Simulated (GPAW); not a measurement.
# linear Ti chain, spacing 2.823 A: which magnetic order is lowest, part 2 of 2

Aim: find out whether linear Ti chain, spacing 2.823 A carries moments, and which collinear order costs least.

GPAW 26.7.0; LDA; plane waves with GPAW's PAW setups, scalar-relativistic.

So far. Step 2 (Start 1: ferro +): After 16 cycles the largest moment stands at 1.74 μB. Step 3 (Start 2: antiferro q=(0,0,1/2) +-): It lies 347 meV a seeded atom over the first start, and its largest moment is 1.10 μB against 1.74 μB.

**4. Start 3: no spin polarisation**

This run holds no moments, which gives a state to set the others against.

File nospin.py:

```python
import json
import numpy as np
from ase import Atoms
from ase.parallel import paropen, parprint
from gpaw import GPAW

atoms = Atoms(['Ti'],
    cell=[[12.0, 0.0, 0.0],
         [0.0, 12.0, 0.0],
         [0.0, 0.0, 2.823]],
    scaled_positions=[[0.5, 0.5, 0.0]],
    pbc=True)
atoms.calc = GPAW(mode={'name': 'pw', 'ecut': 550},
    xc='LDA',
    kpts={'size': (1, 1, 10), 'gamma': True},
    occupations={'name': 'fermi-dirac', 'width': 0.05},
    convergence={'density': 1e-05, 'energy': 1e-05},
    maxiter=200,
    symmetry={'tolerance': 1e-4},
    txt='nospin.txt')
e = atoms.get_potential_energy(force_consistent=True)
res = {'free_energy': e, 'energy_sigma0': atoms.get_potential_energy(), 'fermi_energy': atoms.calc.get_fermi_level()}
parprint(f'free energy: {e:.6f} eV')
atoms.calc.write('nospin.gpw')
with paropen('results.json', 'w') as f:
    json.dump(res, f)
```

On the command line:

```
$ OMP_NUM_THREADS=1 python3 nospin.py > nospin.log
```

What it wrote:

```text
free energy: -2.651662 eV

--- nospin.txt ---
Input parameters:
  mode=PW(ecut=550),
  convergence={'density': 1e-05, 'energy': 1e-05},
  kpts=MonkhorstPack(size=(1, 1, 10), gamma=True),
  maxiter=200,
  occupations=Occupations(name='fermi-dirac', width=0.05),
  symmetry=Symmetry(tolerance=0.0001),
  xc=XC(name='LDA')

Diagonalizing LCAO Hamiltonian
Converting LCAO to pw mode
        .----------------------------.
[...]
|------------|---------------|-----------|
|          0 |       -60.108 |     2.000 |
|          1 |       -36.918 |     2.000 |
|          2 |       -36.918 |     2.000 |
|          3 |       -35.946 |     2.000 |
|          4 |        -5.566 |     2.000 |
[...]
|          8 |        -1.934 |     0.000 |
|          9 |        -1.934 |     0.000 |
|         10 |        -1.269 |     0.000 |
|         11 |        -1.269 |     0.000 |

No gap
No difference between direct/indirect transitions


[key lines of the parts left out:]
Free energy:      -2.651662
Converged in 15 steps
dipole moment: (0.000000, 0.000000, -8.967406)  # |e|*Ang
Fermi level: -3.184
```

Wall time 14 s (1 MPI rank of Intel Xeon Platinum 8488C (Sapphire Rapids), shared host); peak memory 0.26 GiB.

Numbers from this step:

* final state: non-magnetic (no spin polarisation)

It lies 420 meV a seeded atom over the first start.

**5. An attempt with other settings**

A slip in the input shows what the program catches and what it lets pass.

File run.py:

```python
import json
import numpy as np
from ase import Atoms
from ase.parallel import paropen, parprint
from gpaw import GPAW

atoms = Atoms(['Ti'],
    cell=[[12.0, 0.0, 0.0],
         [0.0, 12.0, 0.0],
         [0.0, 0.0, 2.823]],
    scaled_positions=[[0.5, 0.5, 0.0]],
    pbc=True,
    magmoms=[1.0])
atoms.calc = GPAW(mode={'name': 'pw', 'ecut': 550},
    xc='LDA',
    kpts={'size': (1, 1, 10), 'gamma': True},
    occupations={'name': 'fermi-dirac', 'width': 0.05},
    convergence={'density': 1e-05, 'energy': 1e-05},
    maxiter=6,
    symmetry={'tolerance': 1e-4},
    txt='run.txt')
e = atoms.get_potential_energy(force_consistent=True)
res = {'free_energy': e, 'energy_sigma0': atoms.get_potential_energy(), 'fermi_energy': atoms.calc.get_fermi_level()}
res['moments'] = atoms.get_magnetic_moments().tolist()
res['total'] = atoms.get_magnetic_moment()
parprint('site moments (muB):', np.round(res['moments'], 3))
parprint(f"total moment: {res['total']:.3f} muB")
parprint(f'free energy: {e:.6f} eV')
atoms.calc.write('run.gpw')
with paropen('results.json', 'w') as f:
    json.dump(res, f)
```

On the command line:

```
$ OMP_NUM_THREADS=1 python3 run.py > run.log
```

What it wrote:

```text
gpaw.KohnShamConvergenceError

--- run.txt ---
Input parameters:
  mode=PW(ecut=550),
  convergence={'density': 1e-05, 'energy': 1e-05},
  kpts=MonkhorstPack(size=(1, 1, 10), gamma=True),
  maxiter=6,
  occupations=Occupations(name='fermi-dirac', width=0.05),
  symmetry=Symmetry(tolerance=0.0001),
  xc=XC(name='LDA')

Diagonalizing LCAO Hamiltonian
Converting LCAO to pw mode
        .----------------------------.
       /|                            |
      / |                            |
     /  .----------------------------.
    /  /                            /
   /  /                            /
  /  /                            /
 *  /              Ti            /
 | /                            /
 |/                            /
 *----------------------------*

Atoms  # Å, Bohr magnetons
|   | symbol |        x |        y |        z |    initial magnetic moments |
|---|--------|----------|----------|----------|-----------------------------|
| 0 |     Ti | 6.000000 | 6.000000 | 0.000000 | ( 0.0000,  0.0000,  1.0000) |

Number of symmetries: 16

BZ-sampling:
  Number of BZ points: 10
  Number of IBZ points: 6

  Monkhorst-Pack size: [1, 1, 10]
  Monkhorst-Pack shift: [0.0, 0.0, 0.05]

Plane wave coefficients: 11963
Cutoff: 550.0 eV

Spin-components: 2 (collinear spins)
Bands:           12
Projectors:      6
Spin-degeneracy: 1
Datatype:        complex128

Parallelization:
  kpt:    1
  domain: 1
  band:   1

Density:
  Valence electrons: 12.0
  Components: 2
  Grid points: [70 70 16]
  Charge: 0.0  # |e|

Potential:
  Grid points: [70 70 16]

[... setups left out ...]
Reference energy: -23173.949059  # eV

convergence criteria:
- Maximum integral of absolute [dens]ity change: 1e-05 electrons / valence electron
- Maximum [total energy] change in last 3 cyles: 1e-05 eV / valence electron
- Maximum integral of absolute [eigenst]ate change: 4e-08 eV^2 / valence electron
maximum number of iterations: 6

SCF iterations
|iter     |      energy | eigst |  dens |  magmom |
|---------|-------------|-------|-------|---------|
|iter:   1|       0s |   -3.228541 | -0.45 |       |  +1.0039|
|iter:   2|       2s |   -3.107455 | -1.72 | -0.85 |  +1.0076|
|iter:   3|       4s |   -2.778249 | -1.31 | -0.92 |  +1.0462|
|iter:   4|       6s |   -2.786493 | -1.74 | -1.05 |  +1.2390|
|iter:   5|       8s |   -2.861021 | -2.69 | -1.16 |  +1.6127|
|iter:   6|      10s |   -3.019890 | -1.07 | -1.04 |  +3.7525|
```

The job ended after 15 s (1 MPI rank; peak memory 0.3 GiB).

The run stopped without converging, so none of its numbers is a property of the system.

The fault put into the input: too few SCF iterations.

The limit on cycles came before convergence; raising it mends this.

**6. Ranking**

These are free energies at a smearing of 0.05 eV, so its entropy term is in the differences. They are divided by the number of seeded atoms, so that cells of unlike size compare. Wavevectors q in the names are fractions of the reciprocal vectors of the first run's cell.

Orders:

```tsv
start	final state	typed order kept	energy over the lowest (meV a seeded atom)	largest site moment (μB)	net moment (μB a primitive cell)	mesh matched	CPU time (s)
ferro +	ferromagnetic	yes	0	1.744	3	yes	27.54
antiferro q=(0,0,1/2) +-	antiferromagnetic	yes	347	1.103	2.67e-4	yes	132.3
no spin polarisation	non-magnetic	-	419.7	0	0	yes	14.14
```

**7. Outcome**

```json
{
  "lowest state found": "ferromagnetic (typed ferro +)",
  "largest site moment": "1.74 μB",
  "next state": "antiferromagnetic, 347 meV a seeded atom higher",
  "energy gained by spin polarisation": "420 meV a seeded atom"
}
```

In words: The lowest state found is ferromagnetic, reached from the start ferro +, with moments up to 1.74 μB. The next state costs 347 meV a seeded atom. Only 3 starts are shown; other collinear patterns, canted and longer-period orders are not.

[Logs and program files are shortened in this print: banners, set-up blocks, solver, clock and traceback lines can be left out without a mark of their own.]

[Logs are printed without paths, hosts, clocks, repeated set-up lines and the standing remarks that a program may print on its own settings, such as how far it seeks lower states.]

[Hosts, paths, dates, database ids (printed as entryN), source tags and the programs' standing remarks are cut or masked in the printed files.]

[Where a cell is said to come from a database of computed structures, the database is the Materials Project.]
